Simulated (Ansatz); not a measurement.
## BaCdBO3F (built on the sites of a database entry of BaZnBO3F): following an unstable mode

Wanted: the energy along a soft mode of BaCdBO3F (built on the sites of a database entry of BaZnBO3F) and the structure at the end.

Calculated with Ansatz 0.2.0; DFT PBEsol, scalar-relativistic, plane waves, PAW.

Most raw output is cut from this account.

The structure was built from a prototype and need not be the compound's stable phase.

### Step 1. The starting structure

It takes space group P-6 (No. 174, hexagonal). The conventional cell has a = 5.188 Å, b = 5.188 Å, c = 4.419 Å, α = 90.00°, β = 90.00°, γ = 120.00°. Ba has 6 O at 2.80 Å and 3 F at 3.00 Å nearest. Nearest to Cd lie 3 O at 2.20 Å and 2 F at 2.21 Å. B has 3 O at 1.38 Å nearest. Nearest to O lie 1 B at 1.38 Å and 1 Cd at 2.20 Å and 2 Ba at 2.80 Å. Nearest to F lie 2 Cd at 2.21 Å and 3 Ba at 3.00 Å. Farther neighbours and most contacts between anions are not listed.

### Step 2. Phonons on a q mesh

The cell comes from relaxations at this level that are not shown. Stability and thermal properties need the whole zone. Linear response on a 2×2×2 q mesh gives force constants as far as a supercell of that size would, and the tensors from the zone-centre run are typed in so that the long-range dipole term is interpolated apart.

input.yaml

```yaml
crystal:
  lattice:
    - [5.188433932, 0.0, 0.0]
    - [-2.594216966, 4.493315591, 0.0]
    - [0.0, 0.0, 4.4187726628]
  atoms:
    - { symbol: Ba, position: [0.0, 0.0, 0.0] }
    - { symbol: Cd, position: [0.3333333333, 0.6666666667, 0.5] }
    - { symbol: B, position: [0.6666666667, 0.3333333333, 0.5] }
    - { symbol: O, position: [0.3722092563, 0.2641726768, 0.5] }
    - { symbol: O, position: [0.8919634205, 0.6277907437, 0.5] }
    - { symbol: O, position: [0.7358273232, 0.1080365795, 0.5] }
    - { symbol: F, position: [0.3333333333, 0.6666666667, 0.0] }
kpoints:
  mp_grid: { grid: [6, 6, 4] }
hamiltonian:
  xc: pbesol
scf:
  occupations: { method: fixed }
output:
  eigenvalues: true
phonons:
  method: dfpt
  qmesh: [2, 2, 2]
  temperatures: { t_max: 1000, t_step: 50 }
  qpath:
    path:
      - [[0.0, 0.0, 0.0], [0.5, 0.0, 0.0], [0.33333333, 0.33333333, 0.0], [0.0, 0.0, 0.0], [0.0, 0.0, 0.5], [0.5, 0.0, 0.5], [0.33333333, 0.33333333, 0.5], [0.0, 0.0, 0.5]]
      - [[0.5, 0.0, 0.5], [0.5, 0.0, 0.0]]
      - [[0.33333333, 0.33333333, 0.5], [0.33333333, 0.33333333, 0.0]]
    npoints: 10
  non_analytic_term:
    high_frequency_dielectric_tensor: [[3.3216, 0.0, 0.0], [0.0, 3.3216, 0.0], [0.0, 0.0, 3.0847]]
    born_effective_charges:
      - { species: Ba, tensor: [[2.403, -0.0174, 0.0], [0.0174, 2.403, 0.0], [0.0, 0.0, 3.3172]] }
      - { species: Cd, tensor: [[2.3647, -0.0716, 0.0], [0.0716, 2.3647, 0.0], [0.0, 0.0, 2.1596]] }
      - { species: B, tensor: [[2.8216, 0.4411, 0.0], [-0.4411, 2.8216, 0.0], [0.0, 0.0, 0.0886]] }
      - { species: O, tensor: [[-2.607, -0.2719, 0.0], [-0.0126, -1.7129, 0.0], [0.0, 0.0, -1.2405]] }
      - { species: O, tensor: [[-1.8132, -0.4457, 0.0], [-0.1863, -2.5066, 0.0], [0.0, 0.0, -1.2405]] }
      - { species: O, tensor: [[-2.0596, 0.3286, 0.0], [0.5879, -2.2603, 0.0], [0.0, 0.0, -1.2405]] }
      - { species: F, tensor: [[-1.1095, 0.037, 0.0], [-0.037, -1.1095, 0.0], [0.0, 0.0, -1.8438]] }
    source: "zone-centre run at this cell"
```

Command:

```sh
$ ansatz run input.yaml --threads 8 --pin off --max-ram 14336MiB --backend cpu --events-out ev --progress --plain --runs-dir out
```

Run time: 1.7 min. Hardware: 8 threads of Intel Xeon 6975P-C (Granite Rapids), shared host; peak memory 1.1 GiB.

A gap read on the k-mesh alone can miss the band edges.

Numbers from this step:

```yaml
gap_on_the_k_mesh: 2.760 eV
volume_per_atom: 14.72 Å³
sum_rule_residual_before_enforcement: 6.69e-4 eV/Å²
lowest_frequency_on_the_path: -71.65 cm⁻¹
point_group: -6
highest_frequency_on_the_path_or_at_a_solved_wavevector: 1307 cm⁻¹
highest_optical_mode_at_the_zone_centre_no_lo_to_term: 1225 cm⁻¹
lowest_optical_zone_centre_mode: 54.69 cm⁻¹
lowest_mode_on_the_q_mesh_acoustic_modes_at_gamma_apart: -71.65 cm⁻¹
```

Frequencies (cm⁻¹) solved at each irreducible wavevector; negative means imaginary. Frequencies by wavevector, by row:

```csv
q in reciprocal lattice units,star,mode 1,mode 2,mode 3,mode 4,mode 19,mode 20,mode 21
0 0 0,1,0,0,0,54.7,903.3,1226,1226
0 0 -0.5,1,-59.3,-59.3,70.4,70.4,901.4,1226,1226
0 -0.5 0,3,14.9,52.8,56.5,74.6,901.7,1242,1296
0 -0.5 -0.5,3,-71.7,-58.4,61.9,80.2,900.4,1235,1253
```

Interpolated from a 2×2×2 q mesh, rough between the solved points, with the LO-TO term (at Γ the limit along the path; where Γ stands inside the path, tables give the limit on arrival). The phonon branches at the labelled points (cm⁻¹):

| point | branch 1 | branch 2 | branch 3 | branch 4 | branch 18 | branch 19 | branch 20 | branch 21 |
| --- | --- | --- | --- | --- | --- | --- | --- | --- |
| Γ | 0 | 0 | 0 | 55 | 713 | 903 | 1226 | 1307 |
| halfway | 20 | 34 | 55 | 63 | 713 | 902 | 1234 | 1301 |
| M | 15 | 53 | 56 | 75 | 713 | 902 | 1242 | 1296 |
| halfway | 20 | 55 | 60 | 62 | 713 | 902 | 1250 | 1289 |
| K | 20 | 57 | 58 | 66 | 713 | 902 | 1261 | 1278 |
| halfway | 28 | 39 | 43 | 72 | 713 | 902 | 1238 | 1298 |
| Γ | 0 | 0 | 0 | 55 | 713 | 903 | 1226 | 1307 |
| halfway | -28 | -28 | 40 | 40 | 723 | 902 | 1226 | 1226 |
| A | -59 | -59 | 70 | 70 | 724 | 901 | 1226 | 1226 |
| halfway | -68 | -57 | 74 | 76 | 722 | 900 | 1230 | 1242 |
| L | -72 | -58 | 62 | 80 | 721 | 900 | 1235 | 1253 |
| halfway | -70 | -61 | 63 | 74 | 721 | 901 | 1238 | 1251 |
| H | -66 | -66 | 65 | 72 | 721 | 901 | 1244 | 1247 |
| halfway | -69 | -57 | 72 | 74 | 722 | 900 | 1232 | 1245 |
| A | -59 | -59 | 70 | 70 | 724 | 901 | 1226 | 1226 |
| jump to L | -72 | -58 | 62 | 80 | 721 | 900 | 1235 | 1253 |
| halfway | -44 | -40 | 53 | 75 | 717 | 901 | 1239 | 1273 |
| M | 15 | 53 | 56 | 75 | 713 | 902 | 1242 | 1296 |
| jump to H | -66 | -66 | 65 | 72 | 721 | 901 | 1244 | 1247 |
| halfway | -47 | -43 | 64 | 68 | 717 | 901 | 1252 | 1262 |
| K | 20 | 57 | 58 | 66 | 713 | 902 | 1261 | 1278 |

Symmetry leaves 4 wavevectors to solve. The lowest mode among them, the acoustic zeros apart, lies at q = (0, -0.5, -0.5) and is imaginary, 71.7i cm⁻¹, so the energy falls along it.

### Step 3. The mode frozen in, largest atomic shift 0 Å

The mode followed lies at q = (0, 0, -0.5) with frequency 59.3i cm⁻¹ and is 2-fold degenerate, one of the unstable modes though not the softest. At small amplitude the distorted cell has space group no. 6 by a symmetry search on the positions. The undistorted cell that holds it gives the zero of energy on the same k mesh.

System of this step: BaCdBO3F (built on the sites of a database entry of BaZnBO3F). Symmetry: P-6, No. 174, hexagonal system. The conventional cell has a = 5.188 Å, b = 5.188 Å, c = 4.419 Å, α = 90.00°, β = 90.00°, γ = 120.00°. Nearest to Ba lie 6 O at 2.80 Å and 3 F at 3.00 Å. Nearest to Cd lie 3 O at 2.20 Å and 2 F at 2.21 Å. Nearest to B lie 3 O at 1.38 Å. O has 1 B at 1.38 Å and 1 Cd at 2.20 Å and 2 Ba at 2.80 Å nearest. Nearest to F lie 2 Cd at 2.21 Å and 3 Ba at 3.00 Å. Farther neighbours and most contacts between anions are not listed.

input.yaml

```yaml
crystal:
  lattice:
    - [5.188433932, 0.0, 0.0]
    - [2.594216966, 4.493315591, 0.0]
    - [0.0, 0.0, 8.8375453257]
  atoms:
    - { symbol: Ba, position: [0.0, 0.0, 0.0] }
    - { symbol: Ba, position: [0.0, 0.0, 0.5] }
    - { symbol: Cd, position: [0.6666666667, 0.6666666667, 0.25] }
    - { symbol: Cd, position: [0.6666666667, 0.6666666667, 0.75] }
    - { symbol: B, position: [0.3333333333, 0.3333333333, 0.25] }
    - { symbol: B, position: [0.3333333333, 0.3333333333, 0.75] }
    - { symbol: O, position: [0.1080365795, 0.2641726768, 0.25] }
    - { symbol: O, position: [0.1080365795, 0.2641726768, 0.75] }
    - { symbol: O, position: [0.2641726768, 0.6277907437, 0.25] }
    - { symbol: O, position: [0.2641726768, 0.6277907437, 0.75] }
    - { symbol: O, position: [0.6277907437, 0.1080365795, 0.25] }
    - { symbol: O, position: [0.6277907437, 0.1080365795, 0.75] }
    - { symbol: F, position: [0.6666666667, 0.6666666667, 0.0] }
    - { symbol: F, position: [0.6666666667, 0.6666666667, 0.5] }
kpoints:
  mp_grid: { grid: [6, 6, 2] }
hamiltonian:
  xc: pbesol
scf:
  occupations: { method: gaussian, width: 0.02 }
output:
  forces: true
  stress: true
  eigenvalues: true
```

It took 1.9 s on 8 threads; peak memory 0.96 GiB.

This step gave:

```yaml
pressure: 5.28e-4 GPa
energy_from_the_undistorted_cell: 0 meV/atom
```

At this level the gap is 2.76 eV on the k-mesh of the self-consistent run, which can miss the band edges.

### Step 4. The mode frozen in, largest atomic shift 0.22 Å

The atoms are moved along the unstable eigenvector, the largest shift by 0.22 Å, with the cell fixed.

input.yaml

```yaml
crystal:
  lattice:
    - [5.188433932, 0.0, 0.0]
    - [2.594216966, 4.493315591, 0.0]
    - [0.0, 0.0, 8.8375453257]
  atoms:
    - { symbol: Ba, position: [-0.00138984, 0.003154228, 0.0] }
    - { symbol: Ba, position: [0.00138984, -0.003154228, 0.5] }
    - { symbol: Cd, position: [0.6666666667, 0.6666666667, 0.25] }
    - { symbol: Cd, position: [0.6666666667, 0.6666666667, 0.75] }
    - { symbol: B, position: [0.3333333333, 0.3333333333, 0.25] }
    - { symbol: B, position: [0.3333333333, 0.3333333333, 0.75] }
    - { symbol: O, position: [0.1080365795, 0.2641726768, 0.2623225921] }
    - { symbol: O, position: [0.1080365795, 0.2641726768, 0.7376774079] }
    - { symbol: O, position: [0.2641726768, 0.6277907437, 0.2458663188] }
    - { symbol: O, position: [0.2641726768, 0.6277907437, 0.7541336812] }
    - { symbol: O, position: [0.6277907437, 0.1080365795, 0.2418110892] }
    - { symbol: O, position: [0.6277907437, 0.1080365795, 0.7581889108] }
    - { symbol: F, position: [0.7122700202, 0.6284318887, 0.0] }
    - { symbol: F, position: [0.6210633131, 0.7049014446, 0.5] }
kpoints:
  mp_grid: { grid: [6, 6, 2] }
hamiltonian:
  xc: pbesol
scf:
  occupations: { method: gaussian, width: 0.02 }
output:
  forces: true
  stress: true
  eigenvalues: true
```

Wall time 3.6 s (8 threads); peak memory 1.1 GiB; 26 s of CPU time.

Numbers from this step:

| Quantity | Value |
| --- | --- |
| pressure | -0.2084 GPa |
| gap on the k-mesh | 2.751 eV |
| energy from the undistorted cell | -0.709 meV/atom |

The energy, extrapolated to zero smearing, is -0.71 meV/atom against the undistorted cell.

The run ends at a pressure of -0.21 GPa, with forces up to 0.17 eV/Å.

### Step 5. Energy along the mode, all amplitudes (two of the runs are shown above)

An imaginary frequency means negative curvature, so the energy should fall and then rise again as anharmonic terms take over.

Numbers from this step:

```
depth at the lowest point sampled  : 0.709 meV/atom
largest atomic shift at that point : 0.22 Å
```

Energy from the parent against largest atomic shift:

| largest atomic shift (Å) | energy from the parent (meV/atom) |
| --- | --- |
| 0.000 | 0 |
| 0.040 | -0.037 |
| 0.080 | -0.144 |
| 0.140 | -0.393 |
| 0.220 | -0.709 |
| 0.320 | -0.477 |
| 0.450 | 2.73 |
| 0.600 | 14.8 |

Displacement at unit largest shift by atom:

```csv
atom,x (Å),y (Å),z (Å),size
Ba1,0.00,0.06,0.00,0.06
Ba2,0.00,-0.06,0.00,0.06
Cd3,0.00,0.00,0.00,0.00
Cd4,0.00,0.00,0.00,0.00
B5,0.00,0.00,0.00,0.00
B6,0.00,0.00,0.00,0.00
O7,0.00,0.00,0.49,0.49
O8,0.00,0.00,-0.49,0.49
O9,0.00,0.00,-0.17,0.17
O10,0.00,0.00,0.17,0.17
O11,0.00,0.00,-0.33,0.33
O12,0.00,0.00,0.33,0.33
F13,0.62,-0.78,0.00,1.00
F14,-0.62,0.78,0.00,1.00
```

The lowest of the steps tried is at 0.22 Å, 0.709 meV/atom below the parent; the bottom of the well need not coincide with a step.

### Step 6. Relaxation from the frozen mode

Starting from the lowest point found, all atoms and the cell are let go, so that strain and other modes of the same symmetry can join in.

Changes to input.yaml since step 4:

```diff
@@ -25,3 +25,3 @@
 scf:
-  occupations: { method: gaussian, width: 0.02 }
+  occupations: { method: fixed }
 output:
@@ -30 +30,6 @@
   eigenvalues: true
+relax:
+  adjacent_minimum: "off"
+  f_tol: 0.002
+  max_steps: 120
+  cell: { stress_tol: 0.03 }
```

The job ended after 75 s (8 threads; peak memory 1.3 GiB; 9.4 min of CPU time).

The steps of the relaxation:

```csv
step,energy less that of the first step (eV),largest force component (eV/Å),pressure (GPa),volume (Å³)
1,0.0000,0.1525,-0.21,206.03
2,-0.0010,0.0864,-0.29,206.66
3,-0.0077,0.0660,-0.07,206.24
4,-0.0083,0.3371,0.55,204.91
5,-0.0175,0.0724,0.20,205.70
6,-0.0263,0.0988,0.26,205.47
7,-0.0309,0.2126,0.04,205.71
8,-0.0352,0.0396,-0.02,205.96
9,-0.0353,0.1265,0.01,205.69
10,-0.0362,0.0089,0.00,205.91
11,-0.0362,0.0006,0.00,205.92
12*,-0.0375,0.0014,0.00,205.92
13,-0.0377,0.0060,0.01,205.90
14,-0.0377,0.0022,0.00,205.92
15,-0.0377,0.0024,0.00,205.91
16,-0.0377,0.0002,0.00,205.91
17*,-0.0376,0.0003,0.00,205.91
```

Relaxation steps marked * repeat the geometry before them on a plane-wave basis chosen anew for their cell, so energy and pressure can jump there. Relaxation steps 4, 9 were tried and not accepted.

The run keeps the 2 symmetry operations that it works with, so distortions that break them were not tested.

```csv
cell as run,before,after,change
a (Å),5.188,5.162,-0.5 %
b (Å),5.188,5.190,+0.0 %
c (Å),8.838,8.759,-0.9 %
γ (°),60.00,61.34,+2.2 %
volume (Å³/atom),14.72,14.71,-0.1 %
```

The atoms that moved most (Å, as changes of fractional coordinates times the final cell):

```
atom      dx      dy      dz  length
 F13   0.320  -0.168   0.000   0.361
 F14   0.063   0.279   0.000   0.286
 O11  -0.092   0.002  -0.144   0.171
 O12  -0.092   0.002   0.144   0.171
  O8  -0.042   0.028  -0.114   0.125
  O7  -0.042   0.028   0.114   0.125
 Ba2  -0.033  -0.065   0.000   0.073
  B6  -0.043  -0.006   0.009   0.045
```

The relaxed structure:

```cif
data_structure
_symmetry_space_group_name_H-M 'P 1'
_symmetry_Int_Tables_number 1
_cell_length_a 5.1618
_cell_length_b 5.1902
_cell_length_c 8.7589
_cell_angle_alpha 90.000
_cell_angle_beta 90.000
_cell_angle_gamma 61.343
_cell_volume 205.91
loop_
_atom_site_label
_atom_site_type_symbol
_atom_site_fract_x
_atom_site_fract_y
_atom_site_fract_z
_atom_site_occupancy
Ba1 Ba 0.00069 0.00096 0.00000 1
Ba2 Ba 0.00201 0.98257 0.50000 1
Cd3 Cd 0.66813 0.66229 0.24883 1
Cd4 Cd 0.66813 0.66229 0.75117 1
B5 B 0.32558 0.33198 0.24894 1
B6 B 0.32558 0.33198 0.75106 1
O7 O 0.09697 0.27028 0.27534 1
O8 O 0.09697 0.27028 0.72466 1
O9 O 0.26719 0.62266 0.24630 1
O10 O 0.26719 0.62266 0.75370 1
O11 O 0.60989 0.10834 0.22538 1
O12 O 0.60989 0.10834 0.77462 1
F13 F 0.79195 0.59232 0.00000 1
F14 F 0.60315 0.76636 0.50000 1
```

This step gave:

```
pressure          : -7.94e-4 GPa
gap on the k-mesh : 2.750 eV
volume per atom   : 14.71 Å³
```

The distorted start has space group Pm; the relaxation ends in Pm.

### Step 7. The phases reached

The phases reached along the modes that were followed are set side by side.

Energies are those of the first relaxation, on the mesh of the frozen mode; space group, volume and gap are those of the last relaxation. Phases, by row:

```
               mode frozen in  space group  energy from parent (meV/atom)  volume (Å³/atom)  gap on mesh (eV)  lowest zone-centre optical mode (cm⁻¹)  largest shift (Å)
                       parent          P-6                              0             14.72              2.76                                       –                  –
q = (0, -0.5, -0.5), 72i cm⁻¹           Cm                         -10.84             14.67             2.776                                       –              0.897
   q = (0, 0, -0.5), 59i cm⁻¹           Pm                          -3.39             14.71              2.75                                       –              0.573
```

### Step 8. Results

* unstable mode of the parent: q = (0, 0, -0.5), 59i cm⁻¹
* depth at the lowest point sampled: 0.709 meV/atom
* largest atomic shift at that point: 0.22 Å
* space group reached (within 0.01 Å): Pm
* energy gained over the parent (first relaxation, on the mesh of the frozen mode): 3.39 meV/atom
* volume per atom, phase reached: 14.7 Å³
* gap on the k-mesh, phase reached: 2.75 eV

**Reading.** Along this mode the structure falls into Pm, 3.39 meV/atom below the parent. At the parent's cell the well is 0.709 meV/atom deep on the steps tried, with its lowest point at a shift of 0.22 Å. Relaxing atoms and cell changes the gain by +2.68 meV/atom against the lowest step (energies at zero smearing). Most of the total comes from this relaxation. The modes of the phase reached were not computed on this path. How so shallow a well moves with the k mesh was not tested. Of the 2 patterns followed to their end from this parent, this one ends 7.44 meV/atom above the lowest, Cm. Each path keeps the symmetry of its pattern, so a lower phase may lie along a pattern not tried. The q mesh stands for a supercell only 8.8 Å across, so branches between the solved wavevectors are rough. The program warns that the interpolation holds no quadrupole term, so branches close to Γ can be off in this crystal. Spin-orbit coupling is left out, which can matter for the heavy elements here. The starting cell was built on a prototype and not taken from a measurement, so the phase need not exist.

[Logs are printed without paths, hosts, clocks, repeated set-up lines and the standing remarks that a program may print on its own settings, such as how far it seeks lower states.]

[Hosts, paths, dates, database ids (printed as entryN), source tags and the programs' standing remarks are cut or masked in the printed files.]
